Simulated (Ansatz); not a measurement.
**What TaInSe3 (model cell, started as cubic perovskite with Ta in the octahedra) distorts into**

Which phase does TaInSe3 (model cell, started as cubic perovskite with Ta in the octahedra) fall into along its unstable mode, and how much energy does it gain?

Method: DFT PBEsol, scalar-relativistic, plane waves, PAW, in Ansatz 0.2.0.

Report form: the programs' logs are mostly left out.

The structure was built from a prototype and need not be the compound's stable phase.

### 1. Starting point

It takes space group Pm-3m (No. 221, cubic). The conventional cell has a = 5.019 Å, b = 5.019 Å, c = 5.019 Å, α = 90.00°, β = 90.00°, γ = 90.00°. In has 12 Se at 3.55 Å nearest. Nearest to Ta lie 6 Se at 2.51 Å. Se has 2 Ta at 2.51 Å nearest. Farther neighbours and most contacts between anions are not listed.

### 2. Response at finite wavevector

The cell comes from relaxations at this level that are not shown. Stability and thermal properties need the whole zone. Linear response on a 2×2×2 q mesh gives force constants as far as a supercell of that size would.

The input, input.yaml:

```yaml
crystal:
  lattice:
    - [5.019252156, 0.0, 0.0]
    - [0.0, 5.019252156, 0.0]
    - [0.0, 0.0, 5.019252156]
  atoms:
    - { symbol: In, position: [0.0, 0.0, 0.0] }
    - { symbol: Ta, position: [0.5, 0.5, 0.5] }
    - { symbol: Se, position: [0.5, 0.5, 0.0] }
    - { symbol: Se, position: [0.5, 0.0, 0.5] }
    - { symbol: Se, position: [0.0, 0.5, 0.5] }
kpoints:
  mp_grid: { grid: [6, 6, 6] }
hamiltonian:
  xc: pbesol
scf:
  occupations: { method: methfessel_paxton, width: 0.15 }
output:
  eigenvalues: true
phonons:
  method: dfpt
  qmesh: [2, 2, 2]
  temperatures: { t_max: 1000, t_step: 50 }
  qpath:
    path:
      - [[0.0, 0.0, 0.0], [0.0, 0.5, 0.0], [0.5, 0.5, 0.0], [0.0, 0.0, 0.0], [0.5, 0.5, 0.5], [0.0, 0.5, 0.0]]
      - [[0.5, 0.5, 0.5], [0.5, 0.5, 0.0]]
    npoints: 10
```

Command:

```sh
> ansatz run input.yaml --threads 8 --pin off --max-ram 14336MiB --backend cpu --events-out ev --progress --plain --runs-dir out
```

Wall time 6.8 min (8 threads of Arm Neoverse N1, shared host); peak memory 1.5 GiB; 30 min of CPU time.

Numbers from this step:

- volume per atom: 25.29 Å³
- gap on the k-mesh: 0 eV
- sum-rule residual before enforcement: 1.02e-4 eV/Å²
- lowest frequency on the path: -71.42 cm⁻¹
- point group: m-3m
- highest frequency on the path or at a solved wavevector: 299.5 cm⁻¹
- highest optical mode at the zone centre (no LO-TO term): 225.0 cm⁻¹
- lowest optical zone-centre mode: -31.2 cm⁻¹
- lowest mode on the q mesh (acoustic modes at Γ apart): -71.42 cm⁻¹

Frequencies (cm⁻¹) solved at each irreducible wavevector; negative means imaginary. Frequencies by wavevector, by row:

```csv
q in reciprocal lattice units,star,mode 1,mode 2,mode 3,mode 4,mode 13,mode 14,mode 15
0 0 0,1,-31.2,-31.2,-31.2,0,225,225,225
0 0 -0.5,3,-19.8,-19.8,18.4,18.4,223.6,223.6,267.2
0 -0.5 -0.5,3,-71.4,-26.9,-26.9,-8.8,160.8,220.6,283.2
-0.5 -0.5 -0.5,1,-70,-70,-70,-19.9,146.7,146.7,299.5
```

Interpolated from a 2×2×2 q mesh. The phonon branches at the labelled points (cm⁻¹):

| point | branch 1 | branch 2 | branch 3 | branch 4 | branch 12 | branch 13 | branch 14 | branch 15 |
| --- | --- | --- | --- | --- | --- | --- | --- | --- |
| Γ | -31 | -31 | -31 | 0 | 59 | 225 | 225 | 225 |
| halfway | -25 | -25 | 18 | 18 | 108 | 224 | 224 | 245 |
| X | -20 | -20 | 18 | 18 | 146 | 224 | 224 | 267 |
| halfway | -39 | -23 | -15 | 6 | 146 | 196 | 222 | 276 |
| M | -71 | -27 | -27 | -9 | 147 | 161 | 221 | 283 |
| halfway | -21 | -18 | -14 | -7 | 110 | 209 | 223 | 262 |
| Γ | -31 | -31 | -31 | 0 | 59 | 225 | 225 | 225 |
| halfway | -22 | -21 | -21 | -17 | 111 | 200 | 200 | 278 |
| R | -70 | -70 | -70 | -20 | 147 | 147 | 147 | 300 |
| halfway | -41 | -37 | -21 | -21 | 147 | 178 | 191 | 288 |
| X | -20 | -20 | 18 | 18 | 146 | 224 | 224 | 267 |
| jump to R | -70 | -70 | -70 | -20 | 147 | 147 | 147 | 300 |
| halfway | -71 | -40 | -40 | -22 | 147 | 147 | 174 | 295 |
| M | -71 | -27 | -27 | -9 | 147 | 161 | 221 | 283 |

Symmetry leaves 4 wavevectors to solve. The lowest mode among them, the acoustic zeros apart, lies at q = (0, -0.5, -0.5) and is imaginary, 71.4i cm⁻¹, so the energy falls along it.

### 3. The mode frozen in, largest atomic shift 0 Å

The mode followed lies at q = (-0.5, -0.5, -0.5) with frequency 70.0i cm⁻¹ and is 3-fold degenerate, one of the unstable modes though not the softest. At small amplitude the distorted cell has space group no. 140 by a symmetry search on the positions. The undistorted cell that holds it gives the zero of energy on the same k mesh.

System of this step: TaInSe3 (model cell, started as cubic perovskite with Ta in the octahedra). The structure is cubic, space group Pm-3m (No. 221). The conventional cell has a = 5.019 Å, b = 5.019 Å, c = 5.019 Å, α = 90.00°, β = 90.00°, γ = 90.00°. Nearest to In lie 12 Se at 3.55 Å. Nearest to Ta lie 6 Se at 2.51 Å. Se has 2 Ta at 2.51 Å nearest. Farther neighbours and most contacts between anions are not listed.

The input, input.yaml:

```yaml
crystal:
  lattice:
    - [5.019252156, 5.019252156, 0.0]
    - [5.019252156, 0.0, 5.019252156]
    - [5.019252156, 0.0, -5.019252156]
  atoms:
    - { symbol: In, position: [0.0, 0.0, 0.0] }
    - { symbol: In, position: [0.0, 0.5, 0.5] }
    - { symbol: Ta, position: [0.5, 0.25, 0.75] }
    - { symbol: Ta, position: [0.5, 0.75, 0.25] }
    - { symbol: Se, position: [0.5, 0.0, 1.0] }
    - { symbol: Se, position: [0.5, 0.5, 0.5] }
    - { symbol: Se, position: [0.0, 0.5, 0.0] }
    - { symbol: Se, position: [0.0, 0.0, 0.5] }
    - { symbol: Se, position: [0.5, 0.5, 0.0] }
    - { symbol: Se, position: [0.5, 0.0, 0.5] }
kpoints:
  mp_grid: { grid: [6, 6, 6] }
hamiltonian:
  xc: pbesol
scf:
  occupations: { method: methfessel_paxton, width: 0.15 }
output:
  forces: true
  stress: true
  eigenvalues: true
```

Wall time 9.2 s (8 threads); peak memory 1.3 GiB.

This step gave:

```
pressure                         : -0.03760 GPa
energy from the undistorted cell : 0 meV/atom
```

The run ends at a pressure of -0.04 GPa.

### 4. The mode frozen in, largest atomic shift 0.6 Å

The atoms are moved along the unstable eigenvector, the largest shift by 0.6 Å, with the cell fixed.

input.yaml, the sections that differ from step 3:

```yaml
crystal:
  lattice:
    - [5.019252156, 5.019252156, 0.0]
    - [5.019252156, 0.0, 5.019252156]
    - [5.019252156, 0.0, -5.019252156]
  atoms:
    - { symbol: In, position: [0.0, 0.0, 0.0] }
    - { symbol: In, position: [0.0, 0.5, 0.5] }
    - { symbol: Ta, position: [0.5, 0.25, 0.75] }
    - { symbol: Ta, position: [0.5, 0.75, 0.25] }
    - { symbol: Se, position: [0.5, -0.0597698603, 0.9402301397] }
    - { symbol: Se, position: [0.5, 0.5597698603, 0.5597698603] }
    - { symbol: Se, position: [0.0, 0.5, 0.0] }
    - { symbol: Se, position: [0.0, 0.0, 0.5] }
    - { symbol: Se, position: [0.5, 0.4402301397, 0.0597698603] }
    - { symbol: Se, position: [0.5, 0.0597698603, 0.4402301397] }
# kpoints, hamiltonian, scf, output: as in step 3
```

The job ended after 17 s (8 threads; peak memory 1.5 GiB; 85 s of CPU time).

Numbers from this step:

```
pressure                         : -2.723 GPa
energy from the undistorted cell : -59.48 meV/atom
```

The energy, extrapolated to zero smearing, is -59.48 meV/atom against the undistorted cell.

The run ends at a pressure of -2.72 GPa, with forces up to 0.16 eV/Å.

### 5. Energy along the mode, all amplitudes (two of the runs are shown above)

An imaginary frequency means negative curvature, so the energy should fall and then rise again as anharmonic terms take over.

Numbers from this step:

```
depth at the lowest point sampled  : 59.48 meV/atom
largest atomic shift at that point : 0.6 Å
```

The energy from the parent by largest atomic shift:

```
largest atomic shift (Å)  energy from the parent (meV/atom)
                   0.000                                  0
                   0.040                             -0.458
                   0.080                              -1.84
                   0.140                              -5.67
                   0.220                              -13.7
                   0.320                              -26.5
                   0.450                              -44.2
                   0.600                              -59.5
```

Displacement at unit largest shift by atom:

| atom | x (Å) | y (Å) | z (Å) | size |
| --- | --- | --- | --- | --- |
| In1 | 0.00 | 0.00 | 0.00 | 0.00 |
| In2 | 0.00 | 0.00 | 0.00 | 0.00 |
| Ta3 | 0.00 | 0.00 | 0.00 | 0.00 |
| Ta4 | 0.00 | 0.00 | 0.00 | 0.00 |
| Se5 | -1.00 | 0.00 | 0.00 | 1.00 |
| Se6 | 1.00 | 0.00 | 0.00 | 1.00 |
| Se7 | 0.00 | 0.00 | 0.00 | 0.00 |
| Se8 | 0.00 | 0.00 | 0.00 | 0.00 |
| Se9 | 0.00 | 0.00 | -1.00 | 1.00 |
| Se10 | 0.00 | 0.00 | 1.00 | 1.00 |

The lowest of the steps tried is the last one, at 0.6 Å, 59.5 meV/atom below the parent; the bottom of the well need not coincide with a step.

### 6. Relaxing from the distorted cell

Starting from the lowest point found, all atoms and the cell are let go, so that strain and other modes of the same symmetry can join in.

Changes to input.yaml since step 4:

```diff
@@ -26 +26,6 @@
   eigenvalues: true
+relax:
+  adjacent_minimum: "off"
+  f_tol: 0.002
+  max_steps: 120
+  cell: { stress_tol: 0.03 }
```

Run time: 2.2 min. Hardware: 8 threads; peak memory 1.5 GiB.

Relaxation path:

```
step  energy less that of the first step (eV)  largest force component (eV/Å)  pressure (GPa)  volume (Å³)
   1                                   0.0000                          0.1641           -2.72       252.90
   2                                  -0.2686                          0.2545            1.38       235.92
   3                                  -0.3032                          0.3453            0.13       234.00
   4                                  -0.3490                          0.0255           -0.04       237.12
   5                                  -0.3524                          0.0029            0.07       236.38
   6                                  -0.3530                          0.0058            0.01       236.39
   7                                  -0.3530                          0.0003            0.00       236.44
  8*                                  -0.3510                          0.0003            0.00       236.44
```

Relaxation steps marked * repeat the geometry before them on a plane-wave basis chosen anew for their cell, so energy and pressure can jump there.

Forces are held to the 16 operations that the run works with; a distortion that breaks them can't arise in this run.

| conventional cell, symmetrised | before | after | change |
| --- | --- | --- | --- |
| a (Å) | 7.098 | 6.775 | -4.6 % |
| b (Å) | 7.098 | 6.775 | -4.6 % |
| c (Å) | 10.039 | 10.301 | +2.6 % |
| volume (Å³/atom) | 25.29 | 23.64 | -6.5 % |

The atoms that moved most (Å, as changes of fractional coordinates times the final cell):

```
atom      dx     dy      dz  length
 Se6   0.218  0.000   0.000   0.218
Se10   0.000  0.000   0.218   0.218
 Se9   0.000  0.000  -0.218   0.218
 Se5  -0.218  0.000   0.000   0.218
```

Final coordinates:

```cif
data_structure
_symmetry_space_group_name_H-M 'P 1'
_symmetry_Int_Tables_number 1
_cell_length_a 7.0343
_cell_length_b 6.7752
_cell_length_c 6.7752
_cell_angle_alpha 90.000
_cell_angle_beta 61.211
_cell_angle_gamma 61.211
_cell_volume 236.44
loop_
_atom_site_label
_atom_site_type_symbol
_atom_site_fract_x
_atom_site_fract_y
_atom_site_fract_z
_atom_site_occupancy
In1 In 0.00000 0.00000 0.00000 1
In2 In 0.00000 0.50000 0.50000 1
Ta3 Ta 0.50000 0.25000 0.75000 1
Ta4 Ta 0.50000 0.75000 0.25000 1
Se5 Se 0.50000 0.91748 0.91748 1
Se6 Se 0.50000 0.58252 0.58252 1
Se7 Se 0.00000 0.50000 0.00000 1
Se8 Se 0.00000 0.00000 0.50000 1
Se9 Se 0.50000 0.41748 0.08252 1
Se10 Se 0.50000 0.08252 0.41748 1
```

This step gave:

```
pressure        : -0.002904 GPa
volume per atom : 23.64 Å³
```

The distorted start has space group I4/mcm; the relaxation ends in I4/mcm.

### 7. Modes of the new phase

A relaxed structure may still be a saddle point, so its zone-centre modes are computed. No field response is asked, since the mesh shows no gap.

The input, input.yaml:

```yaml
crystal:
  lattice:
    - [4.7908103928, 5.1506852915, 0.0]
    - [4.7908103928, 0.0, 4.7908103928]
    - [4.7908103928, 0.0, -4.7908103928]
  atoms:
    - { symbol: In, position: [0.0, 0.0, 0.0] }
    - { symbol: In, position: [0.0, 0.5, 0.5] }
    - { symbol: Ta, position: [0.5, 0.25, 0.75] }
    - { symbol: Ta, position: [0.5, 0.75, 0.25] }
    - { symbol: Se, position: [0.5, -0.0825231949, 0.9174768051] }
    - { symbol: Se, position: [0.5, 0.5825231949, 0.5825231949] }
    - { symbol: Se, position: [0.0, 0.5, 0.0] }
    - { symbol: Se, position: [0.0, 0.0, 0.5] }
    - { symbol: Se, position: [0.5, 0.4174768051, 0.0825231949] }
    - { symbol: Se, position: [0.5, 0.0825231949, 0.4174768051] }
kpoints:
  mp_grid: { grid: [6, 6, 6] }
hamiltonian:
  xc: pbesol
scf:
  occupations: { method: methfessel_paxton, width: 0.15 }
output:
  eigenvalues: true
phonons:
  method: dfpt
```

The job ended after 19 min (8 threads; peak memory 7 GiB).

This step gave:

```yaml
sum_rule_residual_before_enforcement: 1.34e-4 eV/Å²
point_group: 4/mmm
highest_optical_mode_at_the_zone_centre_no_lo_to_term: 276.0 cm⁻¹
lowest_optical_zone_centre_mode: -59.99 cm⁻¹
```

Patterns of degenerate modes are one choice out of their space. The modes at Γ (shares of kinetic energy by element, %) (negative means imaginary):

```
mode  frequency (cm⁻¹)  symmetry  In %  Ta %  Se %
   1             -60.0        Eg    22     0    78
   2             -60.0        Eg    22     0    78
   3             -32.3       A2u    13    64    23
   4               0.0  acoustic    22    34    44
   5               0.0  acoustic    22    34    44
   6               0.0  acoustic    22    34    44
   7              26.0        Eu    70     4    26
   8              26.0        Eu    70     4    26
   9              44.5        Eg    77     0    23
  10              44.5        Eg    77     0    23
  11              74.1       B2g    94     0     6
  12              80.2        Eu     8    22    71
  13              80.2        Eu     8    22    71
  14              88.6       A2u    65     0    35
  15              90.5       B1u     0     0   100
  16             103.6        Eu     0    31    68
  17             103.6        Eu     0    31    68
  18             115.5       A1u     0   100     0
  19             122.5       A1g     0     0   100
  20             124.2        Eg     1     0    99
  21             124.2        Eg     1     0    99
  22             146.7       B2g     6     0    94
  23             155.4        Eu     1    92     7
  24             155.4        Eu     1    92     7
  25             170.1       A2g     0     0   100
  26             181.2       A2u     1     2    97
  27             201.6        Eu     0    17    83
  28             201.6        Eu     0    17    83
  29             214.6       B1g     0     0   100
  30             276.0       A2g     0     0   100
```

Displacements in mode 2 (-60.0 cm⁻¹), the largest set to 1:
```
In1 -0.55  0.00 -0.01
In2  0.55  0.00  0.01
Ta3  0.00  0.00  0.00
Ta4  0.00  0.00  0.00
Se5  0.00 -0.74  0.00
Se6  0.00  0.74  0.00
Se7  0.03  0.00  1.00
Se8 -0.03  0.00 -1.00
Se9  0.00  0.02  0.00
Se10 0.00 -0.02  0.00
```

Displacements in mode 30 (276.0 cm⁻¹), the largest set to 1:
```
In1  0.00  0.00  0.00
In2  0.00  0.00  0.00
Ta3  0.00  0.00  0.00
Ta4  0.00  0.00  0.00
Se5  0.00  0.00 -1.00
Se6  0.00  0.00  1.00
Se7  0.00 -0.87  0.00
Se8  0.00  0.87  0.00
Se9  1.00  0.00  0.00
Se10-1.00  0.00  0.00
```

Before it was imposed, the acoustic sum rule was missed by 1.3e-4 eV/Å². Small misses are needed for a sound result but don't prove that mesh and cutoff are converged. The lowest optical mode is imaginary, 60.0i cm⁻¹, so the energy falls along it.

### 8. Summary of results

| Property | Result |
| --- | --- |
| unstable mode of the parent | q = (-0.5, -0.5, -0.5), 70i cm⁻¹ |
| depth at the lowest point sampled | 59.5 meV/atom |
| largest atomic shift at that point | 0.6 Å |
| space group reached (within 0.01 Å) | I4/mcm |
| energy gained over the parent (first relaxation, on the mesh of the frozen mode) | 94.6 meV/atom |
| volume per atom, phase reached | 23.6 Å³ |
| lowest optical zone-centre mode, phase reached | -60.0 cm⁻¹ |
| highest optical mode at the zone centre (no LO-TO term), phase reached | 276 cm⁻¹ |

What this shows: Along this mode the structure falls into I4/mcm, 94.6 meV/atom below the parent. At the parent's cell the well is 59.48 meV/atom deep on the steps tried, with its lowest point at a shift of 0.6 Å. That is the last step tried, so the steps alone don't bracket the bottom of the well. Relaxing atoms and cell changes the gain by +35.10 meV/atom against the lowest step (energies at zero smearing). The new phase still has an imaginary mode at the zone centre of its cell, so it is a saddle point on the way to a lower structure. Of the 7 patterns followed to their end from this parent, this one ends 47.6 meV/atom above the lowest, R-3c. Each path keeps the symmetry of its pattern, so a lower phase may lie along a pattern not tried. With no gap, or one that is small against the smearing, the frequencies hang on the k mesh and the smearing, most of all near Kohn anomalies. A semilocal functional can close a gap that the real compound would have, so the metallic treatment may be an artefact of the level. Spin-orbit coupling is left out, which can matter for the heavy elements here. The starting cell was built on a prototype and not taken from a measurement, so the phase need not exist.

[Logs are printed without paths, hosts, clocks, repeated set-up lines and the standing remarks that a program may print on its own settings, such as how far it seeks lower states.]

[Hosts, paths, dates, database ids (printed as entryN), source tags and the programs' standing remarks are cut or masked in the printed files.]
